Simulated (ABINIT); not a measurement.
## CsGeCl3 (R3m): a self-consistent loop beyond G0W0, cycle by cycle

Wanted: G0W0 and self-consistent gaps of CsGeCl3 (R3m), with the cost of the cycles.

Calculated with ABINIT 10.8.3; LDA and many-body steps on it, plane waves.

### Step 1. The starting structure

The structure is trigonal, space group R3m (No. 160). Conventional cell: a = 7.694 Å, b = 7.694 Å, c = 9.535 Å, α = 90.00°, β = 90.00°, γ = 120.00°. Nearest to Cs lie 12 Cl at 3.86 to 3.90 Å. Nearest to Ge lie 3 Cl at 2.37 Å. Nearest to Cl lie 2 Ge at 2.37 to 3.10 Å and 4 Cs at 3.86 to 3.90 Å. Farther neighbours and most contacts between anions are not listed.

The cell and positions are those that the Materials Project relaxed with its own functionals (PBE, PBE+U or r2SCAN), kept fixed. Spin-orbit coupling is left out unless a step names it.

### Step 2. Empty states on the mesh, 2×2×2 mesh, 246 bands

This step: ABINIT 10.8.3; DFT, LDA, plane waves, norm-conserving pseudopotentials.

The sums over transitions need many empty states on a uniform mesh; this step solves for them.

Input file run.abi:

```
acell 3*1.0 Angstrom
rprim 
  3.846816390705 2.220960478697 3.178300533600
  -3.846816390705 2.220960478697 3.178300533600
  -0.000000000000 -4.441920957394 3.178300533600
ntypat 3
znucl 55 32 17
natom 5
typat 1 2 3 3 3
xred 
  0.998403350000 0.998403350000 0.998403350000
  0.515533150000 0.515533150000 0.515533150000
  0.496712670000 0.496712670000 0.948638170000
  0.496712670000 0.948638170000 0.496712670000
  0.948638170000 0.496712670000 0.496712670000
pp_dirpath "pseudos"
pseudos "Cs.upf, Ge.upf, Cl.upf"
ecut 56
ngkpt 2 2 2
nshiftk 1
shiftk 0 0 0
kptopt 1
chksymbreak 0
iscf -2
irdden 1
istwfk *1
nband 246
nbdbuf 22
tolwfr 1e-09
nstep 60
prtvol 0
indata_prefix "in"
outdata_prefix "out"
tmpdata_prefix "tmp"
```

Started as:

```sh
OMP_NUM_THREADS=1 mpirun -n 4 abinit run.abi > log
```

Numbers of over 12 decimals in the logs are rounded to 6 here.

The log of the run:

```text
.Version 10.8.3 of ABINIT. v10.8.2 released Aug 2026.

 Symmetries : space group R3 m (#160); Bravais hR (rhombohedral)
[... echo of the input left out ...]
== DATASET  1 ==================================================================
-   mpi_nproc: 4, omp_nthreads: 1 (-1 if OMP is not activated)

--- !DatasetInfo
iteration_state: {dtset: 1, }
dimensions: {natom: 5, nkpt: 4, mband: 246, nsppol: 1, nspinor: 1, nspden: 1, mpw: 22041, }
cutoff_energies: {ecut:  56.0, pawecutdg:  -1.0, }
[...]
2.28660    2.28837    2.29893    2.29893    2.30898    2.30898    2.34075    2.34075
   2.35030    2.35449    2.35575    2.35575    2.36495    2.37092    2.37103    2.37196
   2.37269    2.37855    2.37883    2.38991    2.39236    2.39800
 prteigrs : prtvol=0 or 1, do not print more k-points.

== END DATASET(S) ==============================================================
================================================================================

 -outvars: echo values of variables after computation  --------
            nband         246
             nkpt           4
          spgroup         160
 [... the other variables as echoed above ...]

 Calculation completed.
```

The job ended after 4.2 min (4 MPI ranks of Intel Xeon 6975P-C (Granite Rapids), shared host; peak memory 0.85 GiB).

Numbers from this step:

```yaml
gap: 1.977 eV
k_of_the_valence_top: 0.5, 0.5, 0.5
k_of_the_conduction_bottom: 0.5, 0.5, 0.5
least_direct_gap: 1.977 eV
k_points_computed: 4
lowest_point_of_the_top_converged_band_above_the_valence_top: 59.0988 eV
```

On this mesh the gap is 1.977 eV.

The density comes from a self-consistent run that is not shown.

### Step 3. Screening, 2×2×2 mesh, 224 bands, screening to 130.6 eV

The RPA dielectric matrix is built and inverted for each q.

This step: RPA screening on LDA, plane waves, norm-conserving pseudopotentials.

run.abi, as its differences from that of step 2:

```diff
@@ -23,10 +23,11 @@
 chksymbreak 0
-iscf -2
-irdden 1
 istwfk *1
-nband 246
-nbdbuf 22
-tolwfr 1e-09
-nstep 60
-prtvol 0
+occopt 1
+irdwfk 1
+optdriver 3
+nband 224
+ecuteps 4.8
+inclvkb 2
+awtr 1
+symchi 1
 indata_prefix "in"
```

The log of the run:

```text
.Version 10.8.3 of ABINIT. v10.8.2 released Aug 2026.

 Symmetries : space group R3 m (#160); Bravais hR (rhombohedral)
[... echo of the input left out ...]
== DATASET  1 ==================================================================
-   mpi_nproc: 4, omp_nthreads: 1 (-1 if OMP is not activated)

--- !DatasetInfo
iteration_state: {dtset: 1, }
dimensions: {natom: 5, nkpt: 4, mband: 224, nsppol: 1, nspinor: 1, nspden: 1, mpw: 22041, }
cutoff_energies: {ecut:  56.0, pawecutdg:  -1.0, }
electrons: {nelect:   5.20000000E+01, charge:   0.00000000E+00, occopt:   1.00000000E+00, tsmear:   1.00000000E-02, }

 SCREENING: Calculation of the susceptibility and dielectric matrices

 Based on a program developped by R.W. Godby, V. Olevano, G. Onida, and L. Reining.
 Incorporated in ABINIT by V. Olevano, G.-M. Rignanese, and M. Torrent.
.Using double precision arithmetic ; gwpc =  8

[... cell and pseudopotentials left out ...]
--------------------------------------------------------------------------------

 ==== K-mesh for the wavefunctions ====
 Number of points in the irreducible wedge :     4
[... list of points left out ...]
 Together with  6 symmetry operations and time-reversal symmetry
 yields     8 points in the full Brillouin Zone.

 ==== Q-mesh for the screening function ====
 Number of points in the irreducible wedge :     4
[... list of points left out ...]
 Together with  6 symmetry operations and time-reversal symmetry
 yields     8 points in the full Brillouin Zone.

 setmesh: FFT mesh size selected  =    45x   45x   45
          total number of points  =        91125

 vcoul_init : cutoff-mode = AUXILIARY_FUNCTION
 q-points for optical limit:   1
     1)      0.000010    0.000020    0.000030

- screening: taking advantage of time-reversal symmetry
- Maximum band index for partially occupied states nbvw = 26
- Remaining bands to be divided among processors   nbcw = 198
- Number of bands treated by each node ~49

 Number of electrons calculated from density =   52.0000; Expected =   52.0000
 average of density, n =  0.047295
 r_s =    1.7154
 omega_plasma =   20.9780 [eV]

 calculating chi0 at frequencies [eV] :
  1    0.000000E+00    0.000000E+00
  2    0.000000E+00    2.097803E+01

--------------------------------------------------------------------------------
  q-point number  1        q = ( 0.000000, 0.000000, 0.000000) [r.l.u.]
--------------------------------------------------------------------------------
[... chi0 elements left out ...]
 For q-point:  0.000010 0.000020 0.000030
  dielectric constant =   5.9661
  dielectric constant without local fields =   7.2328

  Average fulfillment of the sum rule on Im[epsilon] for q-point    1 :     55.93  [%]
[... wings left out ...]
  q-point number  2        q = ( 0.500000, 0.000000, 0.000000) [r.l.u.]
--------------------------------------------------------------------------------
[... chi0 elements left out ...]
  Average fulfillment of the sum rule on Im[epsilon] for q-point    2 :     59.21  [%]

 [... 2 further q-points ...]
```

The job ended after 2.2 min (4 MPI ranks; peak memory 3.3 GiB; 8.6 min of CPU time).

This step gave:

```yaml
eps_infinity_with_local_fields_on_this_mesh_along_the_program_s_q_direction: 5.966
the_same_without_local_fields: 7.233
plasma_frequency: 20.98 eV
plane_waves_in_the_screening_matrix: 527
```

Local fields lower ε∞ by 18 %. On a Γ-centred mesh this coarse the value itself is usually too large, while a short band sum pulls it down.

### Step 4. G0W0

The self-energy is evaluated for the states that the input lists, and the levels follow from it, in one-shot runs by the linearised quasiparticle equation.

This step: G0W0 on LDA, plane waves, norm-conserving pseudopotentials.

run.abi, as its differences from that of step 3:

```diff
@@ -26,8 +26,17 @@
 irdwfk 1
-optdriver 3
+optdriver 4
 nband 224
+gwcalctyp 0
+ecutsigx 56
+symsigma 1
+nkptgw 2
+kptgw 
+  0.5000000000 0.5000000000 0.5000000000
+  0.0000000000 0.0000000000 0.0000000000
+bdgw 
+  25 28
+  24 29
 ecuteps 4.8
-inclvkb 2
-awtr 1
-symchi 1
+irdscr 1
+ppmodel 1
 indata_prefix "in"
```

The log of the run:

```text
.Version 10.8.3 of ABINIT. v10.8.2 released Aug 2026.

 Symmetries : space group R3 m (#160); Bravais hR (rhombohedral)
[... echo of the input left out ...]
== DATASET  1 ==================================================================
-   mpi_nproc: 4, omp_nthreads: 1 (-1 if OMP is not activated)

--- !DatasetInfo
iteration_state: {dtset: 1, }
dimensions: {natom: 5, nkpt: 4, mband: 224, nsppol: 1, nspinor: 1, nspden: 1, mpw: 22041, }
cutoff_energies: {ecut:  56.0, pawecutdg:  -1.0, }
electrons: {nelect:   5.20000000E+01, charge:   0.00000000E+00, occopt:   1.00000000E+00, tsmear:   1.00000000E-02, }

 SIGMA: Calculation of the GW corrections

 Based on a program developped by R.W. Godby, V. Olevano, G. Onida, and L. Reining.
 Incorporated in ABINIT by V. Olevano, G.-M. Rignanese, and M. Torrent.
.Using double precision arithmetic ; gwpc =  8

[... cell and pseudopotentials left out ...]
--------------------------------------------------------------------------------

 ==== K-mesh for the wavefunctions ====
 Number of points in the irreducible wedge :     4
[... list of points left out ...]
 Together with  6 symmetry operations and time-reversal symmetry
 yields     8 points in the full Brillouin Zone.

 ==== Q-mesh for screening function ====
 Number of points in the irreducible wedge :     4
[... list of points left out ...]
 Together with  6 symmetry operations and time-reversal symmetry
 yields     8 points in the full Brillouin Zone.

 vcoul_init : cutoff-mode = AUXILIARY_FUNCTION
 q-points for optical limit:   1
     1)      0.000010    0.000020    0.000030
 setmesh: FFT mesh size selected  =    72x   72x   72
          total number of points  =       373248

 Number of electrons calculated from density =   52.0000; Expected =   52.0000
 average of density, n =  0.047295
 r_s =    1.7154
 omega_plasma =   20.9780 [eV]

 === KS Band Gaps ===
  >>>> For spin  1
   Minimum direct gap =   1.9771 [eV], located at k-point      :   0.5000  0.5000  0.5000
   Fundamental gap    =   1.9771 [eV], Top of valence bands at :   0.5000  0.5000  0.5000
                                       Bottom of conduction at :   0.5000  0.5000  0.5000
 SIGMA fundamental parameters:
 PLASMON POLE MODEL  1
 number of plane-waves for SigmaX                22041
 number of plane-waves for SigmaC and W            527
 number of plane-waves for wavefunctions         22041
 number of bands                                   224
 number of independent spin polarizations            1
 number of spinorial components                      1
 number of k-points in IBZ                           4
 number of q-points in IBZ                           4
 number of symmetry operations                       6
 number of k-points in BZ                            8
 number of q-points in BZ                            8
 number of frequencies for dSigma/dE                 9
 frequency step for dSigma/dE [eV]                0.25
 number of omega for Sigma on real axis              0
 max omega for Sigma on real axis  [eV]           0.00
 zcut for avoiding poles [eV]                     0.10

 EPSILON^-1 parameters (SCR file):
 dimension of the eps^-1 matrix on file            527
 dimension of the eps^-1 matrix used               527
 number of plane-waves for wavefunctions         22041
 number of bands                                   224
 number of q-points in IBZ                           4
 number of frequencies                               2
 number of real frequencies                          1
 number of imag frequencies                          1

 matrix elements of self-energy operator (all in [eV])

 Perturbative Calculation

--- !SelfEnergy_ee
iteration_state: {dtset: 1, }
kpoint     : [   0.500,    0.500,    0.500, ]
spin       : 1
KS_gap     :    1.977
QP_gap     :    3.635
Delta_QP_KS:    1.658
data: !SigmaeeData |
     Band     E0 <VxcDFT>   SigX SigC(E0)      Z dSigC/dE  Sig(E)    E-E0       E
       25  -0.190 -14.219 -18.514   2.885   0.771  -0.297 -15.307  -1.088  -1.278
       26   1.959 -14.764 -16.833   1.401   0.787  -0.271 -15.289  -0.525   1.433
       27   3.936 -11.282  -6.604  -3.276   0.808  -0.238 -10.150   1.132   5.068
       28   3.936 -11.282  -6.604  -3.276   0.808  -0.238 -10.150   1.132   5.068

--- !SelfEnergy_ee
iteration_state: {dtset: 1, }
kpoint     : [   0.000,    0.000,    0.000, ]
spin       : 1
KS_gap     :    5.520
QP_gap     :    7.279
Delta_QP_KS:    1.759
data: !SigmaeeData |
     Band     E0 <VxcDFT>   SigX SigC(E0)      Z dSigC/dE  Sig(E)    E-E0       E
       24  -0.526 -14.055 -18.275   2.846   0.772  -0.296 -15.116  -1.061  -1.587
       25  -0.526 -14.055 -18.275   2.846   0.772  -0.296 -15.116  -1.061  -1.587
       26  -0.340 -13.977 -17.781   2.560   0.774  -0.292 -14.940  -0.963  -1.303
       27   5.180  -7.348  -3.022  -3.377   0.839  -0.192  -6.552   0.796   5.976
       28   6.059  -7.267  -2.987  -3.277   0.840  -0.190  -6.424   0.843   6.902
       29   6.059  -7.267  -2.987  -3.277   0.840  -0.190  -6.424   0.843   6.902

== END DATASET(S) ==============================================================
================================================================================

 -outvars: echo values of variables after computation  --------
           etotal      0.0000000000E+00
            nband         224
             nkpt           4
          spgroup         160
 [... the other variables as echoed above ...]

 Calculation completed.
```

Run time: 25 s. Hardware: 4 MPI ranks; peak memory 2.4 GiB; 1.7 min of CPU time.

This step gave:

```
G0W0 gap on the points computed              : 3.635 eV
starting gap on the mesh                     : 1.977 eV
k of the valence top                         : 0.5, 0.5, 0.5
k of the conduction bottom                   : 0.5, 0.5, 0.5
Z at the valence top                         : 0.787
Z at the conduction bottom                   : 0.808
least direct G0W0 gap on the computed points : 3.635 eV
```

The gap on the mesh goes from 1.98 eV to 3.63 eV, a correction of +1.66 eV.

### Step 5. evGW0, cycle 1

This step: evGW0 on LDA, plane waves, norm-conserving pseudopotentials.

run.abi, as its differences from that of step 4:

```diff
@@ -28,12 +28,16 @@
 nband 224
-gwcalctyp 0
+gwcalctyp 10
 ecutsigx 56
 symsigma 1
-nkptgw 2
+nkptgw 4
 kptgw 
+  0.0000000000 0.0000000000 0.0000000000
+  0.5000000000 0.0000000000 0.0000000000
+  0.5000000000 0.5000000000 0.0000000000
   0.5000000000 0.5000000000 0.5000000000
-  0.0000000000 0.0000000000 0.0000000000
 bdgw 
-  25 28
-  24 29
+  14 35
+  14 35
+  14 35
+  14 35
 ecuteps 4.8
```

The log of the run:

```text
.Version 10.8.3 of ABINIT. v10.8.2 released Aug 2026.

 Symmetries : space group R3 m (#160); Bravais hR (rhombohedral)
[... echo of the input left out ...]
== DATASET  1 ==================================================================
-   mpi_nproc: 4, omp_nthreads: 1 (-1 if OMP is not activated)

--- !DatasetInfo
iteration_state: {dtset: 1, }
dimensions: {natom: 5, nkpt: 4, mband: 224, nsppol: 1, nspinor: 1, nspden: 1, mpw: 22041, }
cutoff_energies: {ecut:  56.0, pawecutdg:  -1.0, }
electrons: {nelect:   5.20000000E+01, charge:   0.00000000E+00, occopt:   1.00000000E+00, tsmear:   1.00000000E-02, }

 SIGMA: Calculation of the GW corrections

 Based on a program developped by R.W. Godby, V. Olevano, G. Onida, and L. Reining.
 Incorporated in ABINIT by V. Olevano, G.-M. Rignanese, and M. Torrent.
.Using double precision arithmetic ; gwpc =  8

[... cell and pseudopotentials left out ...]
--------------------------------------------------------------------------------

 ==== K-mesh for the wavefunctions ====
 Number of points in the irreducible wedge :     4
[... list of points left out ...]
 Together with  6 symmetry operations and time-reversal symmetry
 yields     8 points in the full Brillouin Zone.

 ==== Q-mesh for screening function ====
 Number of points in the irreducible wedge :     4
[... list of points left out ...]
 Together with  6 symmetry operations and time-reversal symmetry
 yields     8 points in the full Brillouin Zone.

 vcoul_init : cutoff-mode = AUXILIARY_FUNCTION
 q-points for optical limit:   1
     1)      0.000010    0.000020    0.000030
 setmesh: FFT mesh size selected  =    72x   72x   72
          total number of points  =       373248

 Number of electrons calculated from density =   52.0000; Expected =   52.0000
[...]
--- !SelfEnergy_ee
iteration_state: {dtset: 1, }
kpoint     : [   0.500,    0.500,    0.000, ]
spin       : 1
KS_gap     :    3.106
QP_gap     :    4.905
Delta_QP_KS:    1.799
data: !SigmaeeData |
     Band     E_DFT   <VxcDFT>   E(N-1)  <Hhartree>   SigX  SigC[E(N-1)]    Z     dSigC/dE  Sig[E(N)]  DeltaE  E(N)_pert E(N)_diago
[...]
--- !SelfEnergy_ee
iteration_state: {dtset: 1, }
kpoint     : [   0.500,    0.500,    0.500, ]
spin       : 1
KS_gap     :    1.977
QP_gap     :    3.635
Delta_QP_KS:    1.658
data: !SigmaeeData |
     Band     E_DFT   <VxcDFT>   E(N-1)  <Hhartree>   SigX  SigC[E(N-1)]    Z     dSigC/dE  Sig[E(N)]  DeltaE  E(N)_pert E(N)_diago
[...]
34     8.907    -8.898     8.907    17.805    -3.879    -3.556     0.834    -0.200    -7.679     1.219    10.126    10.370
       35     8.907    -8.898     8.907    17.805    -3.879    -3.556     0.834    -0.200    -7.679     1.219    10.126    10.370

 New Fermi energy :        1.218015E-01 Ha ,    3.314388E+00 eV

 === QP Band Gaps ===
  >>>> For spin  1
   Minimum direct gap =   4.0468 [eV], located at k-point      :   0.5000  0.5000  0.5000
   Fundamental gap    =   4.0468 [eV], Top of valence bands at :   0.5000  0.5000  0.5000
                                       Bottom of conduction at :   0.5000  0.5000  0.5000

 writing QP data on file : out_QPS

 Convergence of QP corrections
 >>>>> For spin  1 <<<<<
.  kptgw no:  1; Maximum DeltaE = (   0.000   0.000) for band index:  3
.  kptgw no:  2; Maximum DeltaE = (  -1.061   0.000) for band index:  3
.  kptgw no:  3; Maximum DeltaE = (  -0.691   0.000) for band index:  4
.  kptgw no:  4; Maximum DeltaE = (  -0.590  -0.000) for band index:  4

== END DATASET(S) ==============================================================
================================================================================

 -outvars: echo values of variables after computation  --------
           etotal      0.0000000000E+00
            nband         224
             nkpt           4
          spgroup         160
 [... the other variables as echoed above ...]

 Calculation completed.
```

The job ended after 4 min (4 MPI ranks; peak memory 4.1 GiB).

This step gave:

| Quantity | Value |
| --- | --- |
| quasiparticle gap on the mesh | 4.047 eV |
| gap of the density functional on the mesh | 1.977 eV |
| k of the valence top | 0.5, 0.5, 0.5 |
| k of the conduction bottom | 0.5, 0.5, 0.5 |
| Z at the valence top | 0.787 |
| Z at the conduction bottom | 0.808 |
| least direct quasiparticle gap on the computed points | 4.047 eV |

Against G0W0 in ABINIT (2×2×2 mesh, 224 bands, screening to 130.6 eV, Godby-Needs plasmon pole), the gap moves by +0.412 eV. This first cycle still uses the starting levels; it takes the full correction, at all points of the mesh, and its linearised value is 3.635 eV.

### Step 6. evGW0, cycle 2

The corrected levels of the last cycle go back in.

run.abi, as its differences from that of step 5:

```diff
@@ -45,2 +45,3 @@
 ppmodel 1
+irdqps 1
 indata_prefix "in"
```

The log of the run:

```text
.Version 10.8.3 of ABINIT. v10.8.2 released Aug 2026.

 Symmetries : space group R3 m (#160); Bravais hR (rhombohedral)
[... echo of the input left out ...]
== DATASET  1 ==================================================================
-   mpi_nproc: 4, omp_nthreads: 1 (-1 if OMP is not activated)

--- !DatasetInfo
iteration_state: {dtset: 1, }
dimensions: {natom: 5, nkpt: 4, mband: 224, nsppol: 1, nspinor: 1, nspden: 1, mpw: 22041, }
cutoff_energies: {ecut:  56.0, pawecutdg:  -1.0, }
[...]
.  kptgw no:  2; Maximum DeltaE = (   0.090  -0.001) for band index: 19
.  kptgw no:  3; Maximum DeltaE = (   0.104   0.000) for band index: 16
.  kptgw no:  4; Maximum DeltaE = (   0.088   0.001) for band index: 21

== END DATASET(S) ==============================================================
================================================================================

 -outvars: echo values of variables after computation  --------
           etotal      0.0000000000E+00
            nband         224
             nkpt           4
          spgroup         160
 [... the other variables as echoed above ...]

 Calculation completed.
```

Elapsed: 4.1 min, on 4 MPI ranks; peak memory 4.1 GiB.

This step gave:

* quasiparticle gap on the mesh: 3.834 eV
* gap of the density functional on the mesh: 1.977 eV
* k of the valence top: 0.5, 0.5, 0.5
* k of the conduction bottom: 0.5, 0.5, 0.5
* least direct quasiparticle gap on the computed points: 3.834 eV

Against the cycle before, the gap moves by −0.213 eV.

[end of part 1 of 3]

[Paths, hosts, dates, memory and timing lines, banners, echoed tables and standing remarks are left out of the program output.]

[Logs are printed without paths, hosts, clocks, repeated set-up lines and the standing remarks that a program may print on its own settings, such as how far it seeks lower states.]

[Runs of the session that timed out or met a known fault of the program may be left out.]

[Hosts, paths, dates, database ids (printed as entryN), source tags and the programs' standing remarks are cut or masked in the printed files.]

[G0W0 gaps are taken among the corrected bands and points alone; a level outside them can change the order at an edge.]

[Where Ansatz stands beside ABINIT at settings called matched, ABINIT's density can come from a denser mesh and the files from another edition; pairs whose starting gaps differed by over 0.03 eV were left out, so agreement reads better than it is.]
